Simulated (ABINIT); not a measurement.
# A GW chain in ABINIT: BAs (F-43m), part 2 of 3

Wanted: ground state, empty states, screening and self-energy for BAs (F-43m).

ABINIT 10.8.3; LDA and many-body steps on it, plane waves. Known limits of the many-body steps: short of the basis limit; no spin-orbit coupling; coarse k mesh.

So far. Step 2 (Ground state): The gap is indirect, with the least direct gap 2.11 eV higher.

**3. Bands along the symmetry lines**

Level of this step: DFT, LDA, plane waves, norm-conserving pseudopotentials (ABINIT).

Levels along a band path, at the cheap level, show where the edges lie and whether the meshes to come will hold them.

run.abi

```
acell 3*1.0 Angstrom
rprim 
  -0.000000000000 2.388500000000 2.388500000000
  2.388500000000 -0.000000000000 2.388500000000
  2.388500000000 2.388500000000 -0.000000000000
ntypat 2
znucl 5 33
natom 2
typat 1 2
xred 
  0.000000000000 0.000000000000 0.000000000000
  0.250000000000 0.250000000000 0.250000000000
pp_dirpath "pseudos"
pseudos "B.upf, As.upf"
ecut 44
iscf -2
irdden 1
kptopt 0
nkpt 50
kpt 
  0.00000000 0.00000000 0.00000000
  -0.06250000 -0.06250000 0.00000000
  -0.12500000 -0.12500000 0.00000000
  -0.18750000 -0.18750000 0.00000000
  -0.25000000 -0.25000000 0.00000000
  -0.31250000 -0.31250000 0.00000000
  -0.37500000 -0.37500000 0.00000000
  -0.43750000 -0.43750000 0.00000000
  -0.50000000 -0.50000000 0.00000000
  -0.48437500 -0.48437500 0.03125000
  -0.46875000 -0.46875000 0.06250000
  -0.45312500 -0.45312500 0.09375000
  -0.43750000 -0.43750000 0.12500000
  -0.42187500 -0.42187500 0.15625000
  -0.40625000 -0.40625000 0.18750000
  -0.39062500 -0.39062500 0.21875000
  -0.37500000 -0.37500000 0.25000000
  -0.37500000 0.00000000 0.37500000
  -0.32812500 0.00000000 0.32812500
  -0.28125000 0.00000000 0.28125000
  -0.23437500 0.00000000 0.23437500
  -0.18750000 0.00000000 0.18750000
  -0.14062500 0.00000000 0.14062500
  -0.09375000 0.00000000 0.09375000
  -0.04687500 0.00000000 0.04687500
  0.00000000 0.00000000 0.00000000
  0.00000000 0.00000000 0.06250000
  0.00000000 0.00000000 0.12500000
  0.00000000 0.00000000 0.18750000
  0.00000000 0.00000000 0.25000000
  0.00000000 0.00000000 0.31250000
  0.00000000 0.00000000 0.37500000
  0.00000000 0.00000000 0.43750000
  -0.00000000 -0.00000000 0.50000000
  -0.06250000 -0.03125000 0.46875000
  -0.12500000 -0.06250000 0.43750000
  -0.18750000 -0.09375000 0.40625000
  -0.25000000 -0.12500000 0.37500000
  -0.31250000 -0.15625000 0.34375000
  -0.37500000 -0.18750000 0.31250000
  -0.43750000 -0.21875000 0.28125000
  -0.50000000 -0.25000000 0.25000000
  -0.50000000 -0.28125000 0.21875000
  -0.50000000 -0.31250000 0.18750000
  -0.50000000 -0.34375000 0.15625000
  -0.50000000 -0.37500000 0.12500000
  -0.50000000 -0.40625000 0.09375000
  -0.50000000 -0.43750000 0.06250000
  -0.50000000 -0.46875000 0.03125000
  -0.50000000 -0.50000000 0.00000000
istwfk *1
nband 20
nbdbuf 2
tolwfr 1e-08
nstep 40
prtwf 0
prtvol 0
indata_prefix "in"
outdata_prefix "out"
tmpdata_prefix "tmp"
```

Run with:

```bash
$ OMP_NUM_THREADS=1 mpirun -n 4 abinit run.abi > log
```

The log of the run:

```text
.Version 10.8.3 of ABINIT. v10.8.2 released Aug 2026.

 Symmetries : space group F-4 3 m (#216); Bravais cF (face-center cubic)
[... echo of the input left out ...]
== DATASET  1 ==================================================================
-   mpi_nproc: 4, omp_nthreads: 1 (-1 if OMP is not activated)

--- !DatasetInfo
iteration_state: {dtset: 1, }
dimensions: {natom: 2, nkpt: 50, mband: 20, nsppol: 1, nspinor: 1, nspden: 1, mpw: 2637, }
cutoff_energies: {ecut:  44.0, pawecutdg:  -1.0, }
electrons: {nelect:   2.60000000E+01, charge:   0.00000000E+00, occopt:   1.00000000E+00, tsmear:   1.00000000E-02, }

 Real(R)+Recip(G) space primitive vectors, cartesian coordinates (Bohr,Bohr^-1):
 R(1)=  0.0000000  4.5136109  4.5136109  G(1)= -0.1107761  0.1107761  0.1107761
 R(2)=  4.5136109  0.0000000  4.5136109  G(2)=  0.1107761 -0.1107761  0.1107761
 R(3)=  4.5136109  4.5136109  0.0000000  G(3)=  0.1107761  0.1107761 -0.1107761
 Unit cell volume ucvol=  1.8390873E+02 bohr^3
 Angles (23,13,12)=  6.00000000E+01  6.00000000E+01  6.00000000E+01 degrees

 getcut: wavevector=  0.0000  0.0000  0.0000  ngfft=  40  40  40
         ecut(hartree)=     44.000   => boxcut(ratio)=   2.09860

--- Pseudopotential description ------------------------------------------------
- B Generated using ONCVPSP code by D. R. Hamann
-  5.00000   3.00000  180309                  znucl, zion, pspdat
12 -1012 1 -1 1498                            pspcod,pspxc,lmax,lloc,mmax
     nproj     2     2     0
  pspatm : epsatm=    3.19369156
         --- l  ekb(1:nproj) -->
             0    8.437831    1.245441
             1   -3.670611   -0.766497
 pspatm: atomic psp has been read  and splines computed

- As Generated using ONCVPSP code by D. R. Hamann
- 33.00000  23.00000  180309                  znucl, zion, pspdat
12 -1012 2 -1 1326                            pspcod,pspxc,lmax,lloc,mmax
     nproj     2     2     2
  pspatm : epsatm=   24.70505022
         --- l  ekb(1:nproj) -->
             0    4.065557   -2.237212
[...]
pspatm: atomic psp has been read  and splines computed

--------------------------------------------------------------------------------

================================================================================
 prteigrs : about to open file out_EIG
 Non-SCF case, kpt    1 (  0.00000  0.00000  0.00000), residuals and eigenvalues=
  8.11E-09  1.90E-09  2.12E-09  5.19E-09  2.44E-09  3.26E-09  6.32E-09  2.39E-09
  4.68E-09  4.42E-09  2.27E-09  2.11E-09  4.86E-09  9.59E-10  4.48E-09  2.69E-09
  2.72E-09  5.29E-09  9.07E-05  1.42E-04
 -6.4964E+00 -4.4342E+00 -4.4342E+00 -4.4342E+00 -1.0353E+00 -1.0353E+00
 -1.0353E+00 -1.0345E+00 -1.0345E+00 -2.8054E-01  2.8531E-01  2.8531E-01
  2.8531E-01  4.0509E-01  4.0509E-01  4.0509E-01  4.5588E-01  6.2946E-01
  7.7269E-01  7.7271E-01
 Non-SCF case, kpt    2 ( -0.06250 -0.06250  0.00000), residuals and eigenvalues=
[...]
4.72E-09  7.34E-09  6.82E-07  1.22E-03
[...]
7.1724E-01  7.7741E-01
 Non-SCF case, kpt    3 ( -0.12500 -0.12500  0.00000), residuals and eigenvalues=
[...]
8.21E-09  5.75E-09  8.45E-09  1.27E-04
[...]
6.7754E-01  7.8691E-01
[...]
Non-SCF case, kpt   49 ( -0.50000 -0.46875  0.03125), residuals and eigenvalues=
[...]
9.0485E-01  9.3191E-01
 Non-SCF case, kpt   50 ( -0.50000 -0.50000  0.00000), residuals and eigenvalues=
[...]
-1.0345E+00 -1.0345E+00 -1.0340E+00 -1.2941E-01 -2.3936E-02  1.3574E-01
  1.3574E-01  3.3479E-01  3.3826E-01  6.9903E-01  6.9903E-01  7.5037E-01
  9.1432E-01  9.4729E-01

--- !ResultsGS
iteration_state: {dtset: 1, }
comment   : Summary of ground state results
lattice_vectors:
- [ -0.0000000,   4.5136109,   4.5136109, ]
- [  4.5136109,  -0.0000000,   4.5136109, ]
- [  4.5136109,   4.5136109,  -0.0000000, ]
lattice_lengths: [   6.38321,    6.38321,    6.38321, ]
lattice_angles: [ 60.000,  60.000,  60.000, ] # degrees, (23, 13, 12)
lattice_volume:   1.8390873E+02
convergence: {deltae:  0.000E+00, res2:  0.000E+00, residm:  9.975E-09, diffor:  0.000E+00, }
etotal    :  -3.11277457E+02
entropy   :   0.00000000E+00
fermie    :   2.85306864E-01
cartesian_stress_tensor: null
pressure_GPa: null
xred      :
- [  0.0000E+00,   0.0000E+00,   0.0000E+00,  B]
- [  2.5000E-01,   2.5000E-01,   2.5000E-01, As]
cartesian_forces: null
force_length_stats: {min: null, max: null, mean: null, }

 Integrated electronic density in atomic spheres:
 ------------------------------------------------
 Atom  Sphere_radius  Integrated_density
[...]
================================================================================

 ----iterations are completed or convergence reached----

 Mean square residual over all n,k,spin=   46.005E-10; max=  99.753E-10
 reduced coordinates (array xred) for    2 atoms
       0.000000      0.000000      0.000000
       0.250000      0.250000      0.250000

 cartesian coordinates (angstrom) at end:
[...]
length scales=  1.889726  1.889726  1.889726 bohr
              =  1.000000  1.000000  1.000000 angstroms
 prteigrs : about to open file out_EIG
 Eigenvalues (hartree) for nkpt=  50  k points:
 kpt#   1, nband= 20, wtk=  1.00000, kpt=  0.0000  0.0000  0.0000 (reduced coord)
[...]
kpt#   2, nband= 20, wtk=  1.00000, kpt= -0.0625 -0.0625  0.0000 (reduced coord)
[...]
kpt#   3, nband= 20, wtk=  1.00000, kpt= -0.1250 -0.1250  0.0000 (reduced coord)
[...]
kpt#  49, nband= 20, wtk=  1.00000, kpt= -0.5000 -0.4687  0.0313 (reduced coord)
[...]
0.69659    0.74841    0.90485    0.93191
 kpt#  50, nband= 20, wtk=  1.00000, kpt= -0.5000 -0.5000  0.0000 (reduced coord)
  -6.49641   -4.43409   -4.43408   -4.43408   -1.03537   -1.03460   -1.03449   -1.03449
  -1.03403   -0.12941   -0.02394    0.13574    0.13574    0.33479    0.33826    0.69903
   0.69903    0.75037    0.91432    0.94729

== END DATASET(S) ==============================================================
================================================================================

 -outvars: echo values of variables after computation  --------
            nband          20
             nkpt          50
          spgroup         216
 [... the other variables as echoed above ...]

 Calculation completed.
```

The job ended after 10 s (4 MPI ranks of Intel Xeon Platinum 8488C (Sapphire Rapids), shared host; peak memory 0.32 GiB; 40 s of CPU time).

This step gave:

- gap: 1.151 eV
- k of the valence top: 0, 0, 0
- k of the conduction bottom: -0.375, -0.375, 0
- least direct gap: 3.259 eV

The gap is 1.151 eV, as in the run before at this level.

Electronic bands along the path, in eV, zero at the top of the highest filled band:

```
    point  band 10  band 11  band 12  band 13  band 14  band 15  band 16  band 17
        Γ   -15.40     0.00     0.00     0.00     3.26     3.26     3.26     4.64
  halfway   -14.06    -4.07    -2.70    -2.70     1.62     4.49     7.35     7.35
        X   -11.29    -8.42    -4.07    -4.07     1.35     1.44    11.26    11.26
  halfway   -11.25    -8.30    -4.91    -3.92     1.55     2.75    10.61    10.69
        U   -11.32    -8.03    -5.96    -3.48     2.00     5.49     9.16     9.66
jump to K   -11.32    -8.03    -5.96    -3.48     2.00     5.49     9.16     9.66
  halfway   -13.92    -5.11    -3.78    -1.13     3.94     4.88     5.74     6.92
        Γ   -15.40     0.00     0.00     0.00     3.26     3.26     3.26     4.64
  halfway   -14.40    -4.92    -1.15    -1.15     3.04     4.64     4.64     7.81
        L   -12.55    -8.74    -1.81    -1.81     2.68     4.78     4.78     8.73
  halfway   -11.99    -8.23    -4.54    -3.07     3.92     4.74     7.41     8.97
        W   -11.13    -7.93    -5.50    -5.20     5.21     5.86     6.72     7.06
  halfway   -11.21    -8.21    -4.81    -4.70     2.88     2.92     9.64     9.88
        X   -11.29    -8.42    -4.07    -4.07     1.35     1.44    11.26    11.26
```

The electronic bands as a text plot (rows in eV, shown from -8.0 to 7.2 only):

```
    6.8 |                   +++++++        +            +++
    6.2 |    +                     ++    ++          +
    5.6 |  +++            +   +++                   +   ++++
    4.9 |++++            +      +++  ++++   ++++++++  ++ +++
    4.3 |     ++                 ++++      +        ++ ++   +
    3.7 | +     ++      +     ++++++++  +++          ++
    3.0 |++            +    ++       +++ +++++++  +++        +
    2.4 |  ++     +        +                    ++            +
    1.8 |    +++   ++ +++++                                    ++
    1.2 |       +++++++                                         +
    0.5 |
   -0.1 |**                        ******
   -0.7 | *                      **  *  ****
   -1.4 |  **                   *  **       ****
   -2.0 |    *                **   **    **     *****
   -2.6 |    ***            **   **                 **
   -3.3 |       **        **               *          *
   -3.9 |     **  ********      ***                  * *        *
   -4.5 |             *       **                      * **   ***
   -5.2 |       **     **       *           *          *  ***
   -5.8 |                *****                          ***
   -6.4 |                     **             **
   -7.1 |         *         **
   -7.7 |          **      *                   *        ****
         Γ           X  U|K            Γ         L        W     X
```

**4. Empty states on the mesh, 4×4×4 mesh, 37 bands**

The sums over transitions need many empty states on a uniform mesh; this step solves for them.

run.abi

```
acell 3*1.0 Angstrom
rprim 
  -0.000000000000 2.388500000000 2.388500000000
  2.388500000000 -0.000000000000 2.388500000000
  2.388500000000 2.388500000000 -0.000000000000
ntypat 2
znucl 5 33
natom 2
typat 1 2
xred 
  0.000000000000 0.000000000000 0.000000000000
  0.250000000000 0.250000000000 0.250000000000
pp_dirpath "pseudos"
pseudos "B.upf, As.upf"
ecut 44
ngkpt 4 4 4
nshiftk 1
shiftk 0 0 0
kptopt 1
chksymbreak 0
iscf -2
irdden 1
istwfk *1
nband 37
nbdbuf 4
tolwfr 1e-09
nstep 60
prtvol 0
indata_prefix "in"
outdata_prefix "out"
tmpdata_prefix "tmp"
```

The log of the run:

```text
.Version 10.8.3 of ABINIT. v10.8.2 released Aug 2026.

 Symmetries : space group F-4 3 m (#216); Bravais cF (face-center cubic)
[... echo of the input left out ...]
== DATASET  1 ==================================================================
-   mpi_nproc: 4, omp_nthreads: 1 (-1 if OMP is not activated)

--- !DatasetInfo
iteration_state: {dtset: 1, }
dimensions: {natom: 2, nkpt: 8, mband: 37, nsppol: 1, nspinor: 1, nspden: 1, mpw: 2637, }
cutoff_energies: {ecut:  44.0, pawecutdg:  -1.0, }
electrons: {nelect:   2.60000000E+01, charge:   0.00000000E+00, occopt:   1.00000000E+00, tsmear:   1.00000000E-02, }

 Real(R)+Recip(G) space primitive vectors, cartesian coordinates (Bohr,Bohr^-1):
 R(1)=  0.0000000  4.5136109  4.5136109  G(1)= -0.1107761  0.1107761  0.1107761
 R(2)=  4.5136109  0.0000000  4.5136109  G(2)=  0.1107761 -0.1107761  0.1107761
 R(3)=  4.5136109  4.5136109  0.0000000  G(3)=  0.1107761  0.1107761 -0.1107761
 Unit cell volume ucvol=  1.8390873E+02 bohr^3
 Angles (23,13,12)=  6.00000000E+01  6.00000000E+01  6.00000000E+01 degrees

 getcut: wavevector=  0.0000  0.0000  0.0000  ngfft=  40  40  40
         ecut(hartree)=     44.000   => boxcut(ratio)=   2.09860

--- Pseudopotential description ------------------------------------------------
- B Generated using ONCVPSP code by D. R. Hamann
-  5.00000   3.00000  180309                  znucl, zion, pspdat
12 -1012 1 -1 1498                            pspcod,pspxc,lmax,lloc,mmax
     nproj     2     2     0
  pspatm : epsatm=    3.19369156
         --- l  ekb(1:nproj) -->
             0    8.437831    1.245441
             1   -3.670611   -0.766497
 pspatm: atomic psp has been read  and splines computed

- As Generated using ONCVPSP code by D. R. Hamann
- 33.00000  23.00000  180309                  znucl, zion, pspdat
12 -1012 2 -1 1326                            pspcod,pspxc,lmax,lloc,mmax
     nproj     2     2     2
  pspatm : epsatm=   24.70505022
         --- l  ekb(1:nproj) -->
             0    4.065557   -2.237212
[...]
pspatm: atomic psp has been read  and splines computed

--------------------------------------------------------------------------------

================================================================================
 prteigrs : about to open file out_EIG
 Non-SCF case, kpt    1 (  0.00000  0.00000  0.00000), residuals and eigenvalues=
  3.53E-10  1.32E-10  9.58E-11  1.73E-10  2.67E-10  3.43E-10  3.46E-10  3.75E-10
  3.67E-10  1.25E-10  2.08E-10  2.63E-10  5.26E-10  2.94E-10  3.76E-10  9.63E-10
  3.56E-10  2.62E-10  9.12E-11  1.10E-10  1.43E-10  2.19E-10  2.45E-10  9.04E-10
[...]
8.54E-10  2.07E-10  2.38E-10  6.68E-04  1.80E-06
 -6.4964E+00 -4.4342E+00 -4.4342E+00 -4.4342E+00 -1.0353E+00 -1.0353E+00
 -1.0353E+00 -1.0345E+00 -1.0345E+00 -2.8054E-01  2.8531E-01  2.8531E-01
  2.8531E-01  4.0509E-01  4.0509E-01  4.0509E-01  4.5588E-01  6.2946E-01
  7.7267E-01  7.7267E-01  8.1267E-01  8.1267E-01  8.1267E-01  9.7176E-01
  1.3705E+00  1.3705E+00  1.3705E+00  1.6387E+00  1.6387E+00  1.6387E+00
  1.6630E+00  1.6630E+00  1.6630E+00  1.6951E+00  1.6951E+00  2.0644E+00
  2.1017E+00
 prteigrs : prtvol=0 or 1, do not print more k-points.

--- !ResultsGS
iteration_state: {dtset: 1, }
comment   : Summary of ground state results
lattice_vectors:
- [ -0.0000000,   4.5136109,   4.5136109, ]
- [  4.5136109,  -0.0000000,   4.5136109, ]
- [  4.5136109,   4.5136109,  -0.0000000, ]
lattice_lengths: [   6.38321,    6.38321,    6.38321, ]
lattice_angles: [ 60.000,  60.000,  60.000, ] # degrees, (23, 13, 12)
lattice_volume:   1.8390873E+02
convergence: {deltae:  0.000E+00, res2:  0.000E+00, residm:  9.969E-10, diffor:  0.000E+00, }
etotal    :  -3.11277457E+02
entropy   :   0.00000000E+00
fermie    :   2.85306864E-01
cartesian_stress_tensor: null
pressure_GPa: null
xred      :
- [  0.0000E+00,   0.0000E+00,   0.0000E+00,  B]
- [  2.5000E-01,   2.5000E-01,   2.5000E-01, As]
cartesian_forces: null
force_length_stats: {min: null, max: null, mean: null, }

 Integrated electronic density in atomic spheres:
 ------------------------------------------------
 Atom  Sphere_radius  Integrated_density
[...]
================================================================================

 ----iterations are completed or convergence reached----

 Mean square residual over all n,k,spin=   44.108E-11; max=  99.686E-11
 reduced coordinates (array xred) for    2 atoms
       0.000000      0.000000      0.000000
       0.250000      0.250000      0.250000

 cartesian coordinates (angstrom) at end:
    1      0.000000     0.000000     0.000000
    2      1.194250     1.194250     1.194250
 length scales=  1.889726  1.889726  1.889726 bohr
              =  1.000000  1.000000  1.000000 angstroms
 prteigrs : about to open file out_EIG
 Eigenvalues (hartree) for nkpt=   8  k points:
 kpt#   1, nband= 37, wtk=  0.01563, kpt=  0.0000  0.0000  0.0000 (reduced coord)
[...]
0.45588    0.62946    0.77267    0.77267    0.81267    0.81267    0.81267    0.97176
   1.37048    1.37048    1.37048    1.63874    1.63874    1.63874    1.66300    1.66300
   1.66300    1.69513    1.69513    2.06444    2.10166
 prteigrs : prtvol=0 or 1, do not print more k-points.

== END DATASET(S) ==============================================================
================================================================================

 -outvars: echo values of variables after computation  --------
            nband          37
             nkpt           8
          spgroup         216
 [... the other variables as echoed above ...]

 Calculation completed.
```

The job ended after 4.7 s (4 MPI ranks; peak memory 0.29 GiB).

Numbers from this step:

```yaml
gap: 1.346 eV
k_of_the_valence_top: 0, 0, 0
k_of_the_conduction_bottom: 0.5, 0.5, 0
least_direct_gap: 3.259 eV
k_points_computed: 8
lowest_point_of_the_top_converged_band_above_the_valence_top: 35.76 eV
```

On this mesh the gap is 1.346 eV. The earlier step found 1.151 eV, so this mesh misses an edge.

(Continued in part 3 of 3.)

[Long decimals in the printed logs are rounded to 6 places.]

[Logs are printed without paths, hosts, clocks, repeated set-up lines and the standing remarks that a program may print on its own settings, such as how far it seeks lower states.]

[Paths, hosts, dates, memory and timing lines, banners, echoed tables and standing remarks are left out of the program output; an Ansatz launch command may be rebuilt from the run's recorded settings. Measured values are a selection of at most five: reports struck by readers or far from the other reports are left out. None is set beside runs whose start may be inverted or whose files or cutoffs have a known fault.]

[Runs of the session that timed out or met a known fault of the program may be left out.]

[Hosts, paths, dates, database ids (printed as entryN), source tags and the programs' standing remarks are cut or masked in the printed files.]

[G0W0 gaps are taken among the corrected bands and points alone; a level outside them can change the order at an edge.]

[Where Ansatz stands beside ABINIT at settings called matched, ABINIT's density can come from a denser mesh and the files from another edition; pairs whose starting gaps differed by over 0.03 eV were left out, so agreement reads better than it is.]
